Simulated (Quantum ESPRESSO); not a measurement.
**VCl2O: which magnetic order is lowest**

Aim: find out which collinear order of VCl2O costs least.

Calculated with Quantum ESPRESSO 7.5; PBEsol; plane waves with GBRV 1.5 PBEsol potentials, no spin-orbit coupling.

Report form: the programs' logs are mostly left out.

**1. The starting structure**

It takes space group Immm (No. 71, orthorhombic). Conventional cell: a = 3.518 Å, b = 3.642 Å, c = 13.089 Å, α = 90.00°, β = 90.00°, γ = 90.00°. Nearest to V lie 2 O at 1.82 Å and 4 Cl at 2.42 Å. Nearest to Cl lie 2 V at 2.42 Å. O has 2 V at 1.82 Å nearest. Farther neighbours and most contacts between anions are not listed.

Coordinates:

```cif
data_structure
_symmetry_space_group_name_H-M 'Immm'
_symmetry_Int_Tables_number 71
_cell_length_a 3.5179
_cell_length_b 3.6422
_cell_length_c 13.0891
_cell_angle_alpha 90.000
_cell_angle_beta 90.000
_cell_angle_gamma 90.000
_cell_volume 167.71
loop_
_atom_site_label
_atom_site_type_symbol
_atom_site_symmetry_multiplicity
_atom_site_Wyckoff_symbol
_atom_site_fract_x
_atom_site_fract_y
_atom_site_fract_z
_atom_site_occupancy
V1 V 2 d 0.00000 0.50000 0.00000 1
Cl1 Cl 4 i 0.00000 0.00000 0.62718 1
O1 O 2 a 0.00000 0.00000 0.00000 1
```

The cell comes from Materials Project 2023-11-01, a database of computed structures, and need not be the stable phase.

**2. Start 1: ferro +**

The signs are those of the starting moments on the seeded atoms, the atoms that are given a moment.

pw.in

```
&CONTROL
  calculation = 'scf'
  prefix = 'pwscf'
  outdir = './tmp'
  pseudo_dir = './pseudo'
  disk_io = 'nowf'
/
&SYSTEM
  ibrav = 0
  celldm(1) = 8
  nat = 4
  ntyp = 3
  ecutwfc = 40
  ecutrho = 280
  nbnd = 42
  occupations = 'smearing'
  smearing = 'fd'
  degauss = 0.00734986
  nspin = 2
  starting_magnetization(1) = 0.1538
  starting_magnetization(2) = 0
  starting_magnetization(3) = 0
/
&ELECTRONS
  conv_thr = 8d-09
  electron_maxstep = 150
  mixing_beta = 0.3
/
ATOMIC_SPECIES
V      50.9415 v_pbesol_v1.4.uspp.F.UPF
Cl     35.4500 cl_pbesol_v1.4.uspp.F.UPF
O      15.9990 o_pbesol_v1.2.uspp.F.UPF
CELL_PARAMETERS alat
  -0.4154903035692    0.4301678063792    1.5459256523992
   0.4154903035692   -0.4301678063792    1.5459256523992
   0.4154903035692    0.4301678063792   -1.5459256523992
ATOMIC_POSITIONS crystal
V       0.5000000000    0.0000000000    0.5000000000
Cl      0.6271820000    0.6271820000    0.0000000000
Cl      0.3728180000    0.3728180000    0.0000000000
O       0.0000000000    0.0000000000    0.0000000000
K_POINTS automatic
8 8 8 0 0 0
```

The run is started by

```bash
$ OMP_NUM_THREADS=1 mpirun -n 4 pw.x -nk 4 -in pw.in > pw.out
```

The job ended after 3 min (4 MPI ranks of Intel Xeon Platinum 8488C (Sapphire Rapids), shared host; peak memory 0.97 GiB; 12 min of CPU time).

Spin moment in the atom's sphere by atom:

```csv
atom,spin moment in the atom's sphere (μB)
V1,0.808
Cl2,-0.017
Cl3,-0.017
O4,-0.112
```

This step gave:

```yaml
smearing_term_ts: 0.05243 eV
magnetization: 0.999 μB
absolute_magnetization: 1.364 μB
final_state: ferromagnetic
```

Spin density in the ac plane of the conventional cell at fractional y = 0.000, with atoms of V and Cl and O within 0.2 Å of it.

Ten even steps from '0' (-0.2 e/Å³) to '9' (1.4 e/Å³), each cell a mean:
```
00111111111100
11111111111111
11111111111111
11111111111111
11111111111111
11111111111111
11111111111111
11111111111111
11111111111111
11111111111111
11111134211111
11123679752111
11112369432111
11111123211111
11111111111111
11111111111111
11111111111111
11111111111111
11111111111111
11111111111111
11111111111111
11111111111111
11111111111111
00011111111100
```
Columns run along a (3.5 Å), rows up along c (13.1 Å), edges of the conventional cell, whose origin can differ from the input's. Atoms in or near the plane, at fractional coordinates: V at (0.50, 0.50), Cl at (0.00, 0.63), Cl at (0.00, 0.37), O at (0.00, 0.00).

Valence density in the ac plane of the conventional cell at fractional y = 0.000, with atoms of V and Cl and O within 0.2 Å of it. It is the smooth field of the valence electrons, not physical close to the nuclei.

Values in units of 1e0 e/Å³, 24 rows by 14 columns, each cell a mean:
```
4.6 3.4 1.4 0.5 0.2 0.1 0.0 0.0 0.0 0.1 0.2 0.7 2.1 3.9
0.5 0.4 0.2 0.1 0.1 0.0 0.0 0.0 0.0 0.0 0.1 0.2 0.3 0.5
0.0 0.0 0.0 0.0 0.0 0.0 0.0 0.0 0.0 0.0 0.0 0.0 0.0 0.0
0.0 0.0 0.0 0.0 0.0 0.0 0.0 0.0 0.0 0.0 0.0 0.0 0.0 0.0
0.0 0.0 0.0 0.0 0.0 0.0 0.0 0.0 0.0 0.0 0.0 0.0 0.0 0.0
0.0 0.0 0.0 0.0 0.0 0.0 0.0 0.0 0.0 0.0 0.0 0.0 0.0 0.0
0.2 0.2 0.1 0.1 0.0 0.0 0.0 0.0 0.0 0.0 0.1 0.1 0.2 0.2
1.3 1.1 0.8 0.4 0.2 0.1 0.0 0.0 0.0 0.1 0.2 0.5 0.9 1.2
0.1 1.2 1.6 1.0 0.4 0.2 0.1 0.1 0.1 0.2 0.6 1.2 1.6 0.8
1.1 1.5 1.5 0.9 0.5 0.3 0.2 0.2 0.2 0.3 0.6 1.1 1.6 1.4
0.8 0.7 0.6 0.5 0.5 1.0 2.0 2.6 1.7 0.7 0.5 0.5 0.6 0.8
0.2 0.2 0.2 0.5 1.6 6.6 9.3 7.0 9.4 4.1 1.0 0.3 0.2 0.2
0.3 0.3 0.3 0.4 1.2 4.5 8.0 8.2 7.1 2.8 0.8 0.3 0.3 0.3
1.2 1.1 0.8 0.6 0.4 0.5 0.7 0.9 0.7 0.4 0.5 0.7 1.0 1.1
0.4 1.3 1.6 1.0 0.5 0.2 0.1 0.1 0.2 0.3 0.6 1.3 1.7 1.0
0.9 1.4 1.4 0.8 0.4 0.1 0.1 0.1 0.1 0.2 0.5 1.0 1.6 1.3
0.9 0.7 0.5 0.3 0.1 0.1 0.0 0.0 0.0 0.1 0.2 0.3 0.6 0.8
0.1 0.1 0.1 0.0 0.0 0.0 0.0 0.0 0.0 0.0 0.0 0.1 0.1 0.1
0.0 0.0 0.0 0.0 0.0 0.0 0.0 0.0 0.0 0.0 0.0 0.0 0.0 0.0
0.0 0.0 0.0 0.0 0.0 0.0 0.0 0.0 0.0 0.0 0.0 0.0 0.0 0.0
0.0 0.0 0.0 0.0 0.0 0.0 0.0 0.0 0.0 0.0 0.0 0.0 0.0 0.0
0.1 0.1 0.1 0.0 0.0 0.0 0.0 0.0 0.0 0.0 0.0 0.0 0.1 0.1
1.2 0.9 0.5 0.2 0.1 0.0 0.0 0.0 0.0 0.1 0.1 0.3 0.6 1.0
6.0 4.6 1.9 0.6 0.2 0.1 0.0 0.0 0.0 0.1 0.3 0.9 2.9 5.3
```
Columns run along a (3.5 Å), rows up along c (13.1 Å), edges of the conventional cell, whose origin can differ from the input's. Atoms in or near the plane, at fractional coordinates: V at (0.50, 0.50), Cl at (0.00, 0.63), Cl at (0.00, 0.37), O at (0.00, 0.00).

**3. Run 2, typed as antiferro q=(0,1/2,0) +−**

This order needs a doubled cell of 8 atoms. The wavevector q is in fractions of the reciprocal vectors of the crystal's primitive cell, as the cells of these inputs are built from it; moments change sign between cells as cos(2π q·R).

pw.in

```
&CONTROL
  calculation = 'scf'
  prefix = 'pwscf'
  outdir = './tmp'
  pseudo_dir = './pseudo'
  disk_io = 'nowf'
/
&SYSTEM
  ibrav = 0
  celldm(1) = 8
  nat = 8
  ntyp = 4
  ecutwfc = 40
  ecutrho = 280
  nbnd = 61
  occupations = 'smearing'
  smearing = 'fd'
  degauss = 0.00734986
  nspin = 2
  starting_magnetization(1) = 0.1538
  starting_magnetization(2) = -0.1538
  starting_magnetization(3) = 0
  starting_magnetization(4) = 0
/
&ELECTRONS
  conv_thr = 1.6d-08
  electron_maxstep = 150
  mixing_beta = 0.3
/
ATOMIC_SPECIES
V1     50.9415 v_pbesol_v1.4.uspp.F.UPF
V2     50.9415 v_pbesol_v1.4.uspp.F.UPF
Cl     35.4500 cl_pbesol_v1.4.uspp.F.UPF
O      15.9990 o_pbesol_v1.2.uspp.F.UPF
CELL_PARAMETERS alat
  -0.4154903035692    0.4301678063792    1.5459256523992
   0.8309806071384   -0.8603356127584    3.0918513047984
   0.4154903035692    0.4301678063792   -1.5459256523992
ATOMIC_POSITIONS crystal
V1      0.5000000000    0.0000000000    0.5000000000
V2      0.5000000000    0.5000000000    0.5000000000
Cl      0.6271820000    0.3135910000    0.0000000000
Cl      0.6271820000    0.8135910000    0.0000000000
Cl      0.3728180000    0.1864090000    0.0000000000
Cl      0.3728180000    0.6864090000    0.0000000000
O       0.0000000000    0.0000000000    0.0000000000
O       0.0000000000    0.5000000000    0.0000000000
K_POINTS automatic
8 4 8 0 0 0
```

The job ended after 9.7 min (4 MPI ranks; peak memory 2 GiB).

Spin moment in the atom's sphere by atom:

```csv
atom,spin moment in the atom's sphere (μB)
V1,0.741
V2,-0.741
Cl3,0.000
Cl4,0.000
Cl5,0.000
Cl6,0.000
O7,-0.098
O8,0.098
```

This step gave:

```
smearing term TS       : 0.1128 eV
magnetization          : 0 μB
absolute magnetization : 2.485 μB
final state            : antiferromagnetic
```

Spin density in the ab plane at fractional z = 0.000, with atoms of Cl and O within 0.2 Å of it.

Ten even steps from '0' (-0.16 e/Å³) to '9' (0.16 e/Å³), each cell a mean:
```
01344555555555554443
44445554455555554444
44455555445555554455
55555555544455444445
55444555554454444445
55554444555455544444
45555544454444555444
45555554555444445554
44555544455544444444
55554444444554444555
55555444444455445566
96555444444444445569
98655444444444445556
55554445544444445555
55544444554444445544
44444444455544555554
44555444445545555554
44445555444544455555
54444455545555444555
54444445444555554445
55444455544455555555
44445555555445555444
44444555555544554433
03444555555555554430
```
Columns run along a (7.0 Å), rows up along b (14.0 Å). Atoms in or near the plane, at fractional coordinates: Cl at (0.63, 0.31), Cl at (0.63, 0.81), Cl at (0.37, 0.19), Cl at (0.37, 0.69), O at (0.00, 0.00), O at (0.00, 0.50).

Valence density in the ab plane at fractional z = 0.000, with atoms of Cl and O within 0.2 Å of it. It is the smooth field of the valence electrons, not physical close to the nuclei.

Values in e/Å³, 13 rows by 16 columns, each cell a mean:
```
3.1 3.0 1.1 0.3 0.1 0.1 0.2 0.2 0.1 0.1 0.0 0.0 0.0 0.0 0.2 1.0
0.1 0.2 0.3 0.2 0.2 0.2 0.3 0.9 1.4 1.1 0.7 0.2 0.0 0.0 0.0 0.0
0.0 0.1 0.3 0.5 0.5 0.3 0.2 0.3 0.9 1.0 0.7 1.5 0.9 0.2 0.0 0.0
0.0 0.0 0.2 0.8 1.6 1.1 0.9 0.7 0.3 0.2 0.5 0.9 0.9 0.5 0.2 0.0
0.0 0.0 0.0 0.1 0.4 0.9 0.9 1.6 1.2 0.4 0.2 0.1 0.2 0.2 0.1 0.1
0.5 0.1 0.0 0.0 0.0 0.0 0.1 0.3 0.4 0.3 0.2 0.1 0.2 0.6 1.5 1.6
5.2 2.9 0.6 0.1 0.0 0.0 0.0 0.0 0.0 0.0 0.0 0.0 0.0 0.2 1.1 3.9
0.5 1.0 0.8 0.4 0.2 0.2 0.3 0.6 0.6 0.4 0.1 0.0 0.0 0.0 0.0 0.1
0.0 0.1 0.2 0.2 0.2 0.1 0.2 0.7 1.5 1.1 0.8 0.9 0.3 0.1 0.0 0.0
0.0 0.1 0.3 0.9 1.2 1.0 0.5 0.2 0.3 0.8 1.0 1.4 1.3 0.5 0.1 0.0
0.0 0.0 0.1 0.3 1.1 1.0 0.7 1.3 0.7 0.2 0.2 0.3 0.4 0.3 0.2 0.1
0.1 0.0 0.0 0.0 0.1 0.3 0.7 1.1 1.0 0.5 0.2 0.1 0.2 0.4 0.4 0.2
3.1 0.8 0.1 0.0 0.0 0.0 0.0 0.0 0.1 0.1 0.1 0.1 0.1 0.5 2.1 4.3
```
Columns run along a (7.0 Å), rows up along b (14.0 Å). Atoms in or near the plane, at fractional coordinates: Cl at (0.63, 0.31), Cl at (0.63, 0.81), Cl at (0.37, 0.19), Cl at (0.37, 0.69), O at (0.00, 0.00), O at (0.00, 0.50).

**4. Run 3 (antiferro q=(0,0,1/2) +−)**

This order needs a doubled cell of 8 atoms.

pw.in

```
&CONTROL
  calculation = 'scf'
  prefix = 'pwscf'
  outdir = './tmp'
  pseudo_dir = './pseudo'
  disk_io = 'nowf'
/
&SYSTEM
  ibrav = 0
  celldm(1) = 8
  nat = 8
  ntyp = 4
  ecutwfc = 40
  ecutrho = 280
  nbnd = 61
  occupations = 'smearing'
  smearing = 'fd'
  degauss = 0.00734986
  nspin = 2
  starting_magnetization(1) = 0.1538
  starting_magnetization(2) = -0.1538
  starting_magnetization(3) = 0
  starting_magnetization(4) = 0
/
&ELECTRONS
  conv_thr = 1.6d-08
  electron_maxstep = 150
  mixing_beta = 0.3
/
ATOMIC_SPECIES
V1     50.9415 v_pbesol_v1.4.uspp.F.UPF
V2     50.9415 v_pbesol_v1.4.uspp.F.UPF
Cl     35.4500 cl_pbesol_v1.4.uspp.F.UPF
O      15.9990 o_pbesol_v1.2.uspp.F.UPF
CELL_PARAMETERS alat
  -0.4154903035692    0.4301678063792    1.5459256523992
   0.4154903035692   -0.4301678063792    1.5459256523992
   0.8309806071384    0.8603356127584   -3.0918513047984
ATOMIC_POSITIONS crystal
V1      0.5000000000    0.0000000000    0.2500000000
V2      0.5000000000    0.0000000000    0.7500000000
Cl      0.6271820000    0.6271820000    0.0000000000
Cl      0.6271820000    0.6271820000    0.5000000000
Cl      0.3728180000    0.3728180000    0.0000000000
Cl      0.3728180000    0.3728180000    0.5000000000
O       0.0000000000    0.0000000000    0.0000000000
O       0.0000000000    0.0000000000    0.5000000000
K_POINTS automatic
8 8 4 0 0 0
```

Run time: 8.1 min. Hardware: 4 MPI ranks; peak memory 2 GiB; 32 min of CPU time.

Spin moment in the atom's sphere by atom:

```csv
atom,spin moment in the atom's sphere (μB)
V1,0.686
V2,-0.686
Cl3,0.000
Cl4,0.000
Cl5,0.000
Cl6,0.000
O7,0.000
O8,0.000
```

This step gave:

* smearing term TS: 0.08880 eV
* magnetization: 0 μB
* absolute magnetization: 2.118 μB
* final state: antiferromagnetic

**5. Start 4: antiferro q=(0,1/2,1/2) +−**

The cell is doubled to 8 atoms to hold this order.

pw.in

```
&CONTROL
  calculation = 'scf'
  prefix = 'pwscf'
  outdir = './tmp'
  pseudo_dir = './pseudo'
  disk_io = 'nowf'
/
&SYSTEM
  ibrav = 0
  celldm(1) = 8
  nat = 8
  ntyp = 4
  ecutwfc = 40
  ecutrho = 280
  nbnd = 61
  occupations = 'smearing'
  smearing = 'fd'
  degauss = 0.00734986
  nspin = 2
  starting_magnetization(1) = 0.1538
  starting_magnetization(2) = -0.1538
  starting_magnetization(3) = 0
  starting_magnetization(4) = 0
/
&ELECTRONS
  conv_thr = 1.6d-08
  electron_maxstep = 150
  mixing_beta = 0.3
/
ATOMIC_SPECIES
V1     50.9415 v_pbesol_v1.4.uspp.F.UPF
V2     50.9415 v_pbesol_v1.4.uspp.F.UPF
Cl     35.4500 cl_pbesol_v1.4.uspp.F.UPF
O      15.9990 o_pbesol_v1.2.uspp.F.UPF
CELL_PARAMETERS alat
  -0.4154903035692    0.4301678063792    1.5459256523992
   0.8309806071384   -0.8603356127584    3.0918513047984
   0.8309806071384    0.0000000000000    0.0000000000000
ATOMIC_POSITIONS crystal
V1      0.5000000000    0.7500000000    0.5000000000
V2      0.5000000000    0.2500000000    0.5000000000
Cl      0.6271820000    0.3135910000    0.0000000000
Cl      0.6271820000    0.8135910000    0.0000000000
Cl      0.3728180000    0.1864090000    0.0000000000
Cl      0.3728180000    0.6864090000    0.0000000000
O       0.0000000000    0.0000000000    0.0000000000
O       0.0000000000    0.5000000000    0.0000000000
K_POINTS automatic
8 4 8 0 0 0
```

Elapsed: 5 min, on 4 MPI ranks; peak memory 1.6 GiB; 20 min of CPU time.

Numbers from this step:

- smearing term TS: 0.09565 eV
- magnetization: 0 μB
- absolute magnetization: 2.191 μB
- final state: antiferromagnetic
- largest moment: 0.7137 μB

**6. Start 5: no spin polarisation**

pw.in

```
&CONTROL
  calculation = 'scf'
  prefix = 'pwscf'
  outdir = './tmp'
  pseudo_dir = './pseudo'
  disk_io = 'nowf'
/
&SYSTEM
  ibrav = 0
  celldm(1) = 8
  nat = 4
  ntyp = 3
  ecutwfc = 40
  ecutrho = 280
  nbnd = 41
  occupations = 'smearing'
  smearing = 'fd'
  degauss = 0.00734986
/
&ELECTRONS
  conv_thr = 8d-09
  electron_maxstep = 150
  mixing_beta = 0.3
/
ATOMIC_SPECIES
V      50.9415 v_pbesol_v1.4.uspp.F.UPF
Cl     35.4500 cl_pbesol_v1.4.uspp.F.UPF
O      15.9990 o_pbesol_v1.2.uspp.F.UPF
CELL_PARAMETERS alat
  -0.4154903035692    0.4301678063792    1.5459256523992
   0.4154903035692   -0.4301678063792    1.5459256523992
   0.4154903035692    0.4301678063792   -1.5459256523992
ATOMIC_POSITIONS crystal
V       0.5000000000    0.0000000000    0.5000000000
Cl      0.6271820000    0.6271820000    0.0000000000
Cl      0.3728180000    0.3728180000    0.0000000000
O       0.0000000000    0.0000000000    0.0000000000
K_POINTS automatic
8 8 8 0 0 0
```

Elapsed: 75 s, on 4 MPI ranks; peak memory 0.69 GiB; 5 min of CPU time.

Numbers from this step:

- smearing term TS: 0.1066 eV
- final state: non-magnetic (no spin polarisation)

**7. Energies of the orders**

An order is kept where moments of 0.15 μB or more survive with the typed signs; meshes match where a doubled cell samples the same k points as the first cell.

Orders:

```csv
start,final state,typed order kept,energy over the lowest (meV a seeded atom),largest site moment (μB),net moment (μB a cell of the first run),mesh matched,CPU time (s)
ferro +,ferromagnetic,yes,0,0.808,0.9987,yes,723.7
"antiferro q=(0,1/2,0) +-",antiferromagnetic,yes,1.798,0.7414,0,yes,2327
"antiferro q=(0,0,1/2) +-",antiferromagnetic,yes,15.07,0.6865,0,yes,1949
"antiferro q=(0,1/2,1/2) +-",antiferromagnetic,yes,28.02,0.7137,0,yes,1206
no spin polarisation,non-magnetic,-,166.9,0,0,yes,298.2
```

**8. What came out**

```yaml
lowest_state_found: ferromagnetic (from ferro +)
largest_site_moment: 0.808 μB
next_state_with_moments: antiferromagnetic, 1.80 meV a seeded atom higher
state_without_moments: 167 meV a seeded atom higher
```

In words: The two lowest states lie so close that the mesh, the smearing, the functional or spin–orbit coupling could swap them. The smearing terms TS of the orders run from 44 to 56 meV a seeded atom, so the differences would change at a smaller width: an order with a larger TS is lowered more by the smearing. This is the lowest of 5 collinear or spinless starts, no proof of the ground state. Energies are free energies at an electronic temperature of 1160 K, which lowers moments and differences where the moments are itinerant. No Hubbard term acts here. In such compounds local and semilocal functionals without one often delocalise the d electrons, and can shrink or lose moments and miss the size, sign and order of the couplings. The smearing term is large for its width, so states at the Fermi level are partly filled: at this level the cell is a metal or has a gap of a few widths at most.

[Logs and program files are shortened in this print: banners, set-up blocks, solver, clock and traceback lines can be left out without a mark of their own.]

[Logs are printed without paths, hosts, clocks, repeated set-up lines and the standing remarks that a program may print on its own settings, such as how far it seeks lower states.]

[Hosts, paths, dates, database ids (printed as entryN), source tags and the programs' standing remarks are cut or masked in the printed files.]

[Where a cell is said to come from a database of computed structures, the database is the Materials Project.]
